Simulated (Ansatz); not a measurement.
# BAs (F-43m): lattice thermal conductivity, part 3 of 3

Aim: the lattice thermal conductivity of BAs against temperature, and which phonons carry it.

Measurements to reproduce:
- thermal conductivity 1160 W/m/K near room temperature (given in “Boron isotope effect on the thermal conductivity of boron arsenide single crystals”, 2019, arxiv:1910.02152)
- thermal conductivity 1000 W/m/K near room temperature (given in “Thermal expansion coefficient and lattice anharmonicity of cubic boron arsenide”, 2019, arxiv:1903.01668)

Ansatz 0.2.0; DFT r2SCAN, scalar-relativistic, plane waves, PAW.

So far. Step 2 (Probe on a coarse mesh): The start is under 0.65 GPa at this level and looks like an insulator or semiconductor on this mesh. Step 4 (Tight relaxation): The residual pressure is 0.0030 GPa, small enough for phonons. The relaxed cell has a = 4.784 Å (conventional setting).

## (5) Third-order constants and the Boltzmann equation (continued)

300 K; a sample spread over frequency. Mode lifetimes, by row, the first 40 of 90 rows:

```
    q1      q2       q3  branch  frequency (THz)  rms speed (km/s)  three-phonon rate (1/ps)  isotope rate (1/ps)  lifetime (ps)  mean free path (nm)
     0       0   0.0435       1            0.754              4.85                   2.88e-4              8.04e-8           3470                16800
     0  0.0435    0.087       3            2.333              7.59                   0.00982              1.39e-5            102                  772
0.0435   0.087   0.1304       3            3.082              7.09                   0.00502              4.70e-5            197                 1400
     0       0   0.2609       1            3.547              2.04                   0.00366              9.05e-5            267                  544
     0  0.0435  -0.2609       2            3.835               2.9                   0.00398              1.38e-4            243                  704
     0  0.0435  -0.3043       2            4.068              2.56                    0.0035              1.99e-4            270                  690
0.0435  0.1739   0.3043       1            4.244               3.2                    0.0032              2.75e-4            287                  921
     0  0.1739  -0.2174       1            4.379              2.51                   0.00232              3.65e-4            372                  932
     0  0.1304  -0.3043       1            4.516              2.07                   0.00225              3.91e-4            378                  782
     0  0.1304   0.4348       1            4.674              2.05                   0.00223              4.32e-4            376                  768
0.0435  0.2174   0.3043       2            4.797              3.45                   0.00284              4.46e-4            305                 1050
0.0435  0.2174   0.3913       1             4.95               2.6                   0.00188              4.78e-4            424                 1100
     0  0.1739  -0.4783       1            5.059              1.87                    0.0016              4.93e-4            477                  893
     0  0.2174   0.4348       1            5.195              1.93                   0.00152              5.22e-4            489                  947
0.0435  0.2609   0.3478       2            5.285              3.08                   0.00213              5.38e-4            375                 1160
     0  0.1304   0.2174       3            5.424              5.73                   0.00162              6.36e-4            444                 2540
0.1304  0.3043  -0.1739       1            5.509              2.77                   0.00137              5.57e-4            518                 1440
 0.087  0.1739   0.4783       2            5.601              4.07                   0.00133              6.22e-4            512                 2090
     0   0.087  -0.1739       3            5.696               5.9                   0.00248              7.40e-4            311                 1830
     0  0.1739  -0.2609       2              5.8              4.48                   0.00176              6.96e-4            407                 1820
 0.087  0.3478   0.4348       2            5.871              2.43                   0.00142              6.90e-4            473                 1150
     0  0.4783  -0.4783       1            5.953              0.11                   9.22e-4              6.79e-4            625                 71.1
 0.087  0.2609   0.4348       2             6.03              2.92                   0.00168              5.42e-4            450                 1310
     0  0.1739  -0.3913       2            6.146               4.5                   9.17e-4              4.95e-4            708                 3190
 0.087  0.2174  -0.3478       2             6.26              3.96                   8.74e-4              4.46e-4            758                 3000
 0.087  0.2609   0.4783       2            6.374              2.82                    0.0013              3.63e-4            602                 1700
0.1304  0.2609  -0.4783       2            6.526              3.23                   0.00101              3.39e-4            741                 2390
     0  0.2174  -0.3043       2            6.658              4.15                   0.00109              3.10e-4            713                 2960
     0  0.2174  -0.3913       2            6.798              4.12                   7.59e-4              2.69e-4            974                 4010
0.1304  0.4348  -0.3913       2            6.992              2.81                   7.00e-4              2.06e-4           1100                 3100
     0   0.087   0.3043       3            7.156              4.89                   0.00525              2.73e-4            181                  885
0.0435  0.3043  -0.2609       2            7.333              2.89                   8.41e-4              1.98e-4            963                 2780
0.1304  0.3478  -0.3478       2            7.501               2.2                   6.19e-4              1.61e-4           1280                 2830
0.0435  0.3913  -0.3478       2            7.683                 2                   6.22e-4              9.07e-5           1400                 2810
 0.087  0.3043   0.3913       3            7.889              3.59                   0.00714              1.46e-4            137                  493
0.1304  0.3913  -0.2609       3            8.079              0.82                   0.00315              3.98e-5            313                  256
0.1304  0.3478  -0.2609       3            8.194              1.09                   0.00532              8.05e-5            185                  203
 0.087  0.3043  -0.3043       3            8.327              1.75                   0.00571              6.29e-5            173                  302
0.1304  0.3043  -0.3043       3            8.444              1.48                   0.00614              6.05e-5            161                  239
 0.087  0.1739   0.4783       3            8.547              2.62                   0.00855              9.74e-5            116                  303
```

Without the LO-TO term; a three-phonon rate of 0 means that decay is closed on this mesh, so processes left out here set the real width. Gamma linewidths, by row:

```
branch  frequency (cm⁻¹)  three-phonon rate (1/ps)  isotope rate (1/ps)  FWHM (cm⁻¹)
     4             699.1                         0                    0            0
     5             699.1                         0                    0            0
     6             699.1                         0                    0            0
```

W/m/K, third of the trace; RTA populations with a boundary rate v/L added to each mode (Matthiessen's rule). Kappa by grain size, by row:

```
T (K)  bulk  10 nm  30 nm  100 nm  300 nm  1000 nm  10000 nm  100000 nm
  100  3183  7.194   21.4   69.38   194.3    537.7      1928       2884
  300  1787   12.7  36.82   113.2   286.9    656.2      1481       1748
  600  1025  13.46  37.98   110.4   256.1    511.7     918.1       1013
```

W/m/K, third of the trace; RTA populations with the isotope rates scaled. Kappa by mass disorder, by row:

```
T (K)  no isotopes  as typed  variance x 3  variance x 10  variance x 30
  100         5565      3183          2101           1273          792.5
  300         2341      1787          1308          755.1          411.7
  600         1229      1025         838.4          544.3          307.9
```

At 300 K the relaxation-time value is 1787 W/(m K).

## (6) Summary of results

```yaml
highest_frequency: 736.9 cm⁻¹
debye_temperature_from_the_second_moment: 924 K
kappa_at_300_k_relaxation_time: 1787 W/m/K
mean_free_path_at_half_of_kappa: 1920 nm
share_of_kappa_above_the_three_lowest_branches: 0
```

**Reading.** The lattice of BAs conducts 1787 W/(m K) at 300 K by r2SCAN (mean over directions). Above 300 K the relaxation-time κ falls as T^-0.83. Grains of 100 nm would keep 6 % of the bulk value at 300 K, and grains of 1 µm 37 %. Removing the natural isotope disorder raises κ at 300 K by 31 %. A measured thermal conductivity near room temperature is 1160 W/m/K (arxiv:1910.02152); the calculated 1787 W/m/K differs by +54 %. Four-phonon, defect and boundary scattering, which are left out, would lower the calculated value; thermal expansion is left out too. The last run computed the relaxation-time solution alone; it counts normal processes as resistive, so the full solution usually lies higher, most of all in good conductors. The sum rules changed one orbit of cubic constants by up to 32 %; by the manual a large change points to a short cutoff or, on a small and distant orbit, to noisy forces. The conductivities include the coherence part between close branches; the shares for grains, isotopes, branches and paths are of the relaxation-time populations alone. Cubic couplings among atoms farther apart than the pair cutoff are dropped, and neither the cutoff nor the q-mesh was shown to be converged here. The interpolation has no quadrupole term, so branches near the zone centre are less sure, since this crystal has sites that are not centres of inversion. The PAW files were made for PBE and are used here under another functional, for which the program regenerates the frozen cores.

[Logs are printed without paths, hosts, clocks, repeated set-up lines and the standing remarks that a program may print on its own settings, such as how far it seeks lower states.]

[Hosts, paths, dates, database ids (printed as entryN), source tags and the programs' standing remarks are cut or masked in the printed files.]

[A step with changed settings may run another functional than the one named; its input shows which.]

[Pressures of single members of a volume series are the stress at the run's cutoff; with an incomplete basis they can lie off −dE/dV of the same runs, and they are not shown converged.]
